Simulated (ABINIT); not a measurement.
# Beyond one shot: NbInO4 (P2/c)

Wanted: G0W0 and self-consistent gaps of NbInO4 (P2/c), with the cost of the cycles.

Program: ABINIT 10.8.3. Level of theory: LDA and many-body steps on it, plane waves. Results are calculated unless marked as measured.

**What was measured.**

- Gap 4.7 eV: direct gap from Elliott-Toyozawa fit; diffuse reflectance; 300 K; powder (“Accurate Determination of the Band-Gap Energy of the Rare-Earth Niobate Series”, 2024, arxiv:2401.13477).

### Step 1. Starting point

Symmetry: P2/c, No. 13, monoclinic system. The conventional cell has a = 4.835 Å, b = 5.771 Å, c = 5.144 Å, α = 90.00°, β = 91.13°, γ = 90.00°. Nearest to Nb lie 6 O at 1.88 to 2.15 Å. In has 6 O at 2.10 to 2.23 Å nearest. Nearest to O lie 1 Nb at 1.88 Å and 2 In at 2.15 to 2.23 Å. O has 2 Nb at 1.98 to 2.15 Å and 1 In at 2.10 Å nearest. Farther neighbours and most contacts between anions are not listed.

The cell and positions come from the Crystallography Open Database and are kept as given unless a step says otherwise.

### Step 2. Empty states on the mesh, 2×2×2 mesh, 208 bands

This step: ABINIT 10.8.3; DFT, LDA, plane waves, norm-conserving pseudopotentials.

The sums over transitions need many empty states on a uniform mesh; this step solves for them.

Input file run.abi:

```
acell 3*1.0 Angstrom
rprim 
  4.835500000000 0.000000000000 -0.000000000000
  0.000000000000 5.770900000000 0.000000000000
  -0.101444525800 0.000000000000 5.142999611900
ntypat 3
znucl 41 49 8
natom 12
typat 1 1 2 2 3 3 3 3 3 3 3 3
xred 
  0.000000000000 0.177900000000 0.250000000000
  0.000000000000 0.822100000000 0.750000000000
  0.500000000000 0.682500000000 0.250000000000
  0.500000000000 0.317500000000 0.750000000000
  0.260000000000 0.618000000000 0.901000000000
  0.740000000000 0.618000000000 0.599000000000
  0.740000000000 0.382000000000 0.099000000000
  0.260000000000 0.382000000000 0.401000000000
  0.217000000000 0.898000000000 0.438000000000
  0.783000000000 0.898000000000 0.062000000000
  0.783000000000 0.102000000000 0.562000000000
  0.217000000000 0.102000000000 0.938000000000
pp_dirpath "pseudos"
pseudos "Nb.upf, In.upf, O.upf"
ecut 42
ngkpt 2 2 2
nshiftk 1
shiftk 0 0 0
kptopt 1
chksymbreak 0
iscf -2
irdden 1
istwfk *1
nband 208
nbdbuf 18
tolwfr 1e-09
nstep 60
prtvol 0
indata_prefix "in"
outdata_prefix "out"
tmpdata_prefix "tmp"
```

Started as:

```bash
> OMP_NUM_THREADS=2 mpirun -n 8 abinit run.abi > log
```

Numbers of over 12 decimals in the logs are rounded to 6 here.

Output:

```text
.Version 10.8.3 of ABINIT. v10.8.2 released Aug 2026.

 Symmetries : space group P2/c (# 13); Bravais mP (primitive monocl.)
[... echo of the input left out ...]
== DATASET  1 ==================================================================
-   mpi_nproc: 8, omp_nthreads: 2 (-1 if OMP is not activated)

--- !DatasetInfo
iteration_state: {dtset: 1, }
dimensions: {natom: 12, nkpt: 8, mband: 208, nsppol: 1, nspinor: 1, nspden: 1, mpw: 12604, }
cutoff_energies: {ecut:  42.0, pawecutdg:  -1.0, }
[...]
2.00154    2.00778    2.03367    2.05222    2.05366    2.06466    2.07204    2.07753
   2.08756    2.10436    2.11615    2.13000    2.13035    2.14818    2.15450    2.16197
 prteigrs : prtvol=0 or 1, do not print more k-points.

== END DATASET(S) ==============================================================
================================================================================

 -outvars: echo values of variables after computation  --------
            nband         208
             nkpt           8
          spgroup          13
 [... the other variables as echoed above ...]

 Calculation completed.
```

Elapsed: 3.4 min, on 8 MPI ranks of Arm Neoverse N1, shared host; peak memory 1 GiB.

Numbers from this step:

| Quantity | Value |
| --- | --- |
| gap | 3.324 eV |
| k of the valence top | 0.5, 0, 0 |
| k of the conduction bottom | 0, 0.5, 0 |
| least direct gap | 3.370 eV |
| k points computed | 8 |
| lowest point of the top converged band, above the valence top | 48.11 eV |

On this mesh the gap is 3.324 eV.

The density comes from a self-consistent run that is not shown.

### Step 3. Screening, 2×2×2 mesh, 190 bands, screening to 106.1 eV

The RPA dielectric matrix is built and inverted for each q.

This step: RPA screening on LDA, plane waves, norm-conserving pseudopotentials.

run.abi, as its differences from that of step 2:

```diff
@@ -30,10 +30,11 @@
 chksymbreak 0
-iscf -2
-irdden 1
 istwfk *1
-nband 208
-nbdbuf 18
-tolwfr 1e-09
-nstep 60
-prtvol 0
+occopt 1
+irdwfk 1
+optdriver 3
+nband 190
+ecuteps 3.9
+inclvkb 2
+awtr 1
+symchi 1
 indata_prefix "in"
```

Started as:

```bash
> OMP_NUM_THREADS=1 mpirun -n 16 abinit run.abi > log
```

Output:

```text
.Version 10.8.3 of ABINIT. v10.8.2 released Aug 2026.

 Symmetries : space group P2/c (# 13); Bravais mP (primitive monocl.)
[... echo of the input left out ...]
== DATASET  1 ==================================================================
-   mpi_nproc: 16, omp_nthreads: 1 (-1 if OMP is not activated)

--- !DatasetInfo
iteration_state: {dtset: 1, }
dimensions: {natom: 12, nkpt: 8, mband: 190, nsppol: 1, nspinor: 1, nspden: 1, mpw: 12604, }
cutoff_energies: {ecut:  42.0, pawecutdg:  -1.0, }
electrons: {nelect:   1.16000000E+02, charge:   0.00000000E+00, occopt:   1.00000000E+00, tsmear:   1.00000000E-02, }

 SCREENING: Calculation of the susceptibility and dielectric matrices

 Based on a program developped by R.W. Godby, V. Olevano, G. Onida, and L. Reining.
 Incorporated in ABINIT by V. Olevano, G.-M. Rignanese, and M. Torrent.
.Using double precision arithmetic ; gwpc =  8

[... cell and pseudopotentials left out ...]
--------------------------------------------------------------------------------

 ==== K-mesh for the wavefunctions ====
 Number of points in the irreducible wedge :     8
[... list of points left out ...]
 Together with  4 symmetry operations and time-reversal symmetry
 yields     8 points in the full Brillouin Zone.

 ==== Q-mesh for the screening function ====
 Number of points in the irreducible wedge :     8
[... list of points left out ...]
 Together with  4 symmetry operations and time-reversal symmetry
 yields     8 points in the full Brillouin Zone.

 setmesh: FFT mesh size selected  =    36x   45x   40
          total number of points  =        64800

 vcoul_init : cutoff-mode = AUXILIARY_FUNCTION
 q-points for optical limit:   1
     1)      0.000010    0.000020    0.000030

- screening: taking advantage of time-reversal symmetry
- Maximum band index for partially occupied states nbvw = 58
- Remaining bands to be divided among processors   nbcw = 132
- Number of bands treated by each node ~8

 Number of electrons calculated from density =  116.0000; Expected =  116.0000
 average of density, n =  0.119773
 r_s =    1.2585
 omega_plasma =   33.3838 [eV]

 calculating chi0 at frequencies [eV] :
  1    0.000000E+00    0.000000E+00
  2    0.000000E+00    3.338379E+01

--------------------------------------------------------------------------------
  q-point number  1        q = ( 0.000000, 0.000000, 0.000000) [r.l.u.]
--------------------------------------------------------------------------------
[... chi0 elements left out ...]
 For q-point:  0.000010 0.000020 0.000030
  dielectric constant =   5.4052
  dielectric constant without local fields =   5.8374

  Average fulfillment of the sum rule on Im[epsilon] for q-point    1 :     47.56  [%]
[... wings left out ...]
  q-point number  2        q = ( 0.500000, 0.000000, 0.000000) [r.l.u.]
--------------------------------------------------------------------------------
[... chi0 elements left out ...]
  Average fulfillment of the sum rule on Im[epsilon] for q-point    2 :     52.73  [%]

 [... 6 further q-points ...]
```

The job ended after 4.9 min (16 MPI ranks; peak memory 13 GiB; 78 min of CPU time).

Numbers from this step:

* ε∞ with local fields, on this mesh, along the program's q direction: 5.405
* the same without local fields: 5.837
* plasma frequency: 33.38 eV
* plane waves in the screening matrix: 361

Local fields lower ε∞ by 7 %. On a Γ-centred mesh this coarse the value itself is usually too large, while a short band sum pulls it down.

### Step 4. G0W0

The self-energy is evaluated for the states that the input lists, and the levels follow from it, in one-shot runs by the linearised quasiparticle equation.

This step: G0W0 on LDA, plane waves, norm-conserving pseudopotentials.

run.abi, as its differences from that of step 3:

```diff
@@ -33,8 +33,19 @@
 irdwfk 1
-optdriver 3
+optdriver 4
 nband 190
+gwcalctyp 0
+ecutsigx 42
+symsigma 1
+nkptgw 3
+kptgw 
+  0.5000000000 0.0000000000 0.0000000000
+  0.0000000000 0.5000000000 0.0000000000
+  0.0000000000 0.0000000000 0.0000000000
+bdgw 
+  57 61
+  57 60
+  57 60
 ecuteps 3.9
-inclvkb 2
-awtr 1
-symchi 1
+irdscr 1
+ppmodel 1
 indata_prefix "in"
```

Output:

```text
.Version 10.8.3 of ABINIT. v10.8.2 released Aug 2026.

 Symmetries : space group P2/c (# 13); Bravais mP (primitive monocl.)
[... echo of the input left out ...]
== DATASET  1 ==================================================================
-   mpi_nproc: 16, omp_nthreads: 1 (-1 if OMP is not activated)

--- !DatasetInfo
iteration_state: {dtset: 1, }
dimensions: {natom: 12, nkpt: 8, mband: 190, nsppol: 1, nspinor: 1, nspden: 1, mpw: 12604, }
cutoff_energies: {ecut:  42.0, pawecutdg:  -1.0, }
electrons: {nelect:   1.16000000E+02, charge:   0.00000000E+00, occopt:   1.00000000E+00, tsmear:   1.00000000E-02, }

 SIGMA: Calculation of the GW corrections

 Based on a program developped by R.W. Godby, V. Olevano, G. Onida, and L. Reining.
 Incorporated in ABINIT by V. Olevano, G.-M. Rignanese, and M. Torrent.
.Using double precision arithmetic ; gwpc =  8

[... cell and pseudopotentials left out ...]
--------------------------------------------------------------------------------

 ==== K-mesh for the wavefunctions ====
 Number of points in the irreducible wedge :     8
[... list of points left out ...]
 Together with  4 symmetry operations and time-reversal symmetry
 yields     8 points in the full Brillouin Zone.

 ==== Q-mesh for screening function ====
 Number of points in the irreducible wedge :     8
[... list of points left out ...]
 Together with  4 symmetry operations and time-reversal symmetry
 yields     8 points in the full Brillouin Zone.

 vcoul_init : cutoff-mode = AUXILIARY_FUNCTION
 q-points for optical limit:   1
     1)      0.000010    0.000020    0.000030
 setmesh: FFT mesh size selected  =    54x   64x   60
          total number of points  =       207360

 Number of electrons calculated from density =  116.0000; Expected =  116.0000
 average of density, n =  0.119773
 r_s =    1.2585
 omega_plasma =   33.3838 [eV]

 === KS Band Gaps ===
  >>>> For spin  1
   Minimum direct gap =   3.3699 [eV], located at k-point      :   0.0000  0.5000  0.0000
   Fundamental gap    =   3.3236 [eV], Top of valence bands at :   0.5000  0.0000  0.0000
                                       Bottom of conduction at :   0.0000  0.5000  0.0000
 SIGMA fundamental parameters:
 PLASMON POLE MODEL  1
 number of plane-waves for SigmaX                12583
 number of plane-waves for SigmaC and W            361
 number of plane-waves for wavefunctions         12583
 number of bands                                   190
 number of independent spin polarizations            1
 number of spinorial components                      1
 number of k-points in IBZ                           8
 number of q-points in IBZ                           8
 number of symmetry operations                       4
 number of k-points in BZ                            8
 number of q-points in BZ                            8
 number of frequencies for dSigma/dE                 9
 frequency step for dSigma/dE [eV]                0.25
 number of omega for Sigma on real axis              0
 max omega for Sigma on real axis  [eV]           0.00
 zcut for avoiding poles [eV]                     0.10

 EPSILON^-1 parameters (SCR file):
 dimension of the eps^-1 matrix on file            361
 dimension of the eps^-1 matrix used               361
 number of plane-waves for wavefunctions         12583
 number of bands                                   190
 number of q-points in IBZ                           8
 number of frequencies                               2
 number of real frequencies                          1
 number of imag frequencies                          1

 matrix elements of self-energy operator (all in [eV])

 Perturbative Calculation

--- !SelfEnergy_ee
iteration_state: {dtset: 1, }
kpoint     : [   0.500,    0.000,    0.000, ]
spin       : 1
KS_gap     :    3.918
QP_gap     :    5.770
Delta_QP_KS:    1.851
data: !SigmaeeData |
     Band     E0 <VxcDFT>   SigX SigC(E0)      Z dSigC/dE  Sig(E)    E-E0       E
       57   5.149 -19.492 -24.602   5.083   0.780  -0.282 -19.513  -0.021   5.128
       58   5.394 -19.746 -24.905   5.149   0.782  -0.279 -19.754  -0.008   5.386
       59   9.313 -17.626 -11.314  -4.056   0.817  -0.224 -15.783   1.843  11.156
       60   9.360 -17.686 -11.419  -3.845   0.817  -0.223 -15.706   1.980  11.340
       61   9.360 -17.274 -11.419  -3.845   0.817  -0.223 -15.631   1.644  11.004

--- !SelfEnergy_ee
iteration_state: {dtset: 1, }
kpoint     : [   0.000,    0.500,    0.000, ]
spin       : 1
KS_gap     :    3.370
QP_gap     :    5.098
Delta_QP_KS:    1.728
data: !SigmaeeData |
     Band     E0 <VxcDFT>   SigX SigC(E0)      Z dSigC/dE  Sig(E)    E-E0       E
       57   5.053 -19.382 -24.375   4.965   0.781  -0.280 -19.404  -0.022   5.031
[...]
--- !SelfEnergy_ee
iteration_state: {dtset: 1, }
kpoint     : [   0.000,    0.000,    0.000, ]
spin       : 1
KS_gap     :    3.624
QP_gap     :    5.367
Delta_QP_KS:    1.744
data: !SigmaeeData |
     Band     E0 <VxcDFT>   SigX SigC(E0)      Z dSigC/dE  Sig(E)    E-E0       E
[...]
58   5.278 -19.664 -24.772   5.099   0.781  -0.280 -19.671  -0.007   5.271
       59   8.902 -17.011 -11.396  -3.505   0.823  -0.215 -15.274   1.737  10.638
       60   9.339 -17.140 -11.734  -3.375   0.823  -0.216 -15.469   1.670  11.009

== END DATASET(S) ==============================================================
================================================================================

 -outvars: echo values of variables after computation  --------
           etotal      0.0000000000E+00
            nband         190
             nkpt           8
          spgroup          13
 [... the other variables as echoed above ...]

 Calculation completed.
```

The job ended after 30 s (16 MPI ranks; peak memory 5.2 GiB).

Numbers from this step:

```yaml
g0w0_gap_on_the_points_computed: 5.098 eV
starting_gap_on_the_mesh: 3.324 eV
k_of_the_valence_top: 0, 0.5, 0
k_of_the_conduction_bottom: 0, 0.5, 0
z_at_the_valence_top: 0.786
z_at_the_conduction_bottom: 0.825
least_direct_g0w0_gap_on_the_computed_points: 5.098 eV
```

The gap on the mesh goes from 3.32 eV to 5.10 eV, a correction of +1.77 eV.

### Step 5. evGW0, cycle 1

This step: evGW0 on LDA, plane waves, norm-conserving pseudopotentials.

run.abi, as its differences from that of step 4:

```diff
@@ -35,14 +35,24 @@
 nband 190
-gwcalctyp 0
+gwcalctyp 10
 ecutsigx 42
 symsigma 1
-nkptgw 3
+nkptgw 8
 kptgw 
+  0.0000000000 0.0000000000 0.0000000000
   0.5000000000 0.0000000000 0.0000000000
   0.0000000000 0.5000000000 0.0000000000
-  0.0000000000 0.0000000000 0.0000000000
+  0.5000000000 0.5000000000 0.0000000000
+  0.0000000000 0.0000000000 0.5000000000
+  0.5000000000 0.0000000000 0.5000000000
+  0.0000000000 0.5000000000 0.5000000000
+  0.5000000000 0.5000000000 0.5000000000
 bdgw 
-  57 61
-  57 60
-  57 60
+  35 70
+  35 70
+  35 70
+  35 70
+  35 70
+  35 70
+  35 70
+  35 70
 ecuteps 3.9
```

Output:

```text
.Version 10.8.3 of ABINIT. v10.8.2 released Aug 2026.

 Symmetries : space group P2/c (# 13); Bravais mP (primitive monocl.)
[... echo of the input left out ...]
== DATASET  1 ==================================================================
-   mpi_nproc: 16, omp_nthreads: 1 (-1 if OMP is not activated)

--- !DatasetInfo
iteration_state: {dtset: 1, }
dimensions: {natom: 12, nkpt: 8, mband: 190, nsppol: 1, nspinor: 1, nspden: 1, mpw: 12604, }
cutoff_energies: {ecut:  42.0, pawecutdg:  -1.0, }
electrons: {nelect:   1.16000000E+02, charge:   0.00000000E+00, occopt:   1.00000000E+00, tsmear:   1.00000000E-02, }

 SIGMA: Calculation of the GW corrections

 Based on a program developped by R.W. Godby, V. Olevano, G. Onida, and L. Reining.
 Incorporated in ABINIT by V. Olevano, G.-M. Rignanese, and M. Torrent.
.Using double precision arithmetic ; gwpc =  8

[... cell and pseudopotentials left out ...]
--------------------------------------------------------------------------------

 ==== K-mesh for the wavefunctions ====
 Number of points in the irreducible wedge :     8
[... list of points left out ...]
 Together with  4 symmetry operations and time-reversal symmetry
 yields     8 points in the full Brillouin Zone.

 ==== Q-mesh for screening function ====
 Number of points in the irreducible wedge :     8
[... list of points left out ...]
 Together with  4 symmetry operations and time-reversal symmetry
 yields     8 points in the full Brillouin Zone.

 vcoul_init : cutoff-mode = AUXILIARY_FUNCTION
 q-points for optical limit:   1
     1)      0.000010    0.000020    0.000030
 setmesh: FFT mesh size selected  =    54x   64x   60
          total number of points  =       207360

 Number of electrons calculated from density =  116.0000; Expected =  116.0000
[...]
spin       : 1
KS_gap     :    3.904
QP_gap     :    5.679
Delta_QP_KS:    1.775
data: !SigmaeeData |
     Band     E_DFT   <VxcDFT>   E(N-1)  <Hhartree>   SigX  SigC[E(N-1)]    Z     dSigC/dE  Sig[E(N)]  DeltaE  E(N)_pert E(N)_diago
[...]
--- !SelfEnergy_ee
iteration_state: {dtset: 1, }
kpoint     : [   0.500,    0.500,    0.500, ]
spin       : 1
KS_gap     :    4.255
QP_gap     :    6.075
Delta_QP_KS:    1.820
data: !SigmaeeData |
     Band     E_DFT   <VxcDFT>   E(N-1)  <Hhartree>   SigX  SigC[E(N-1)]    Z     dSigC/dE  Sig[E(N)]  DeltaE  E(N)_pert E(N)_diago
[...]
69    13.797   -17.543    13.797    31.340   -11.212    -4.014     0.822    -0.217   -15.639     1.904    15.702    16.115
       70    13.797   -17.543    13.797    31.340   -11.212    -4.014     0.822    -0.217   -15.639     1.904    15.702    16.115

 New Fermi energy :        2.984647E-01 Ha ,    8.121638E+00 eV

 === QP Band Gaps ===
  >>>> For spin  1
   Minimum direct gap =   5.4606 [eV], located at k-point      :   0.0000  0.5000  0.0000
   Fundamental gap    =   5.4280 [eV], Top of valence bands at :   0.0000  0.5000  0.0000
                                       Bottom of conduction at :   0.0000  0.0000  0.5000

 writing QP data on file : out_QPS

 Convergence of QP corrections
 >>>>> For spin  1 <<<<<
.  kptgw no:  1; Maximum DeltaE = (  -0.297   0.010) for band index: 36
.  kptgw no:  2; Maximum DeltaE = (  -0.356   0.010) for band index: 36
.  kptgw no:  3; Maximum DeltaE = (  -0.254   0.002) for band index: 36
[...]
.  kptgw no:  7; Maximum DeltaE = (  -0.253   0.005) for band index: 35
.  kptgw no:  8; Maximum DeltaE = (   1.990  -0.001) for band index: 33

== END DATASET(S) ==============================================================
================================================================================

 -outvars: echo values of variables after computation  --------
           etotal      0.0000000000E+00
            nband         190
             nkpt           8
          spgroup          13
 [... the other variables as echoed above ...]

 Calculation completed.
```

It took 7.8 min on 16 MPI ranks; peak memory 21 GiB.

Numbers from this step:

```
quasiparticle gap on the mesh                         : 5.428 eV
gap of the density functional on the mesh             : 3.324 eV
k of the valence top                                  : 0, 0.5, 0
k of the conduction bottom                            : 0, 0, 0.5
Z at the valence top                                  : 0.786
Z at the conduction bottom                            : 0.826
least direct quasiparticle gap on the computed points : 5.46 eV
```

Against G0W0 in ABINIT (2×2×2 mesh, 190 bands, screening to 106.1 eV, Godby-Needs plasmon pole), the gap moves by +0.330 eV. This first cycle still uses the starting levels; it takes the full correction, at all points of the mesh, and its linearised value is 5.079 eV.

(Continued in part 2 of 3.)

[Paths, hosts, dates, memory and timing lines, banners, echoed tables and standing remarks are left out of the program output.]

[Logs are printed without paths, hosts, clocks, repeated set-up lines and the standing remarks that a program may print on its own settings, such as how far it seeks lower states.]

[Runs of the session that timed out or met a known fault of the program may be left out.]

[No measured gap is set beside runs whose start may be inverted or whose files or cutoffs have a known fault.]

[Loops that did not settle are left out.]

[Hosts, paths, dates, database ids (printed as entryN), source tags and the programs' standing remarks are cut or masked in the printed files.]

[G0W0 gaps are taken among the corrected bands and points alone; a level outside them can change the order at an edge.]

[Where Ansatz stands beside ABINIT at settings called matched, ABINIT's density can come from a denser mesh and the files from another edition; pairs whose starting gaps differed by over 0.03 eV were left out, so agreement reads better than it is.]
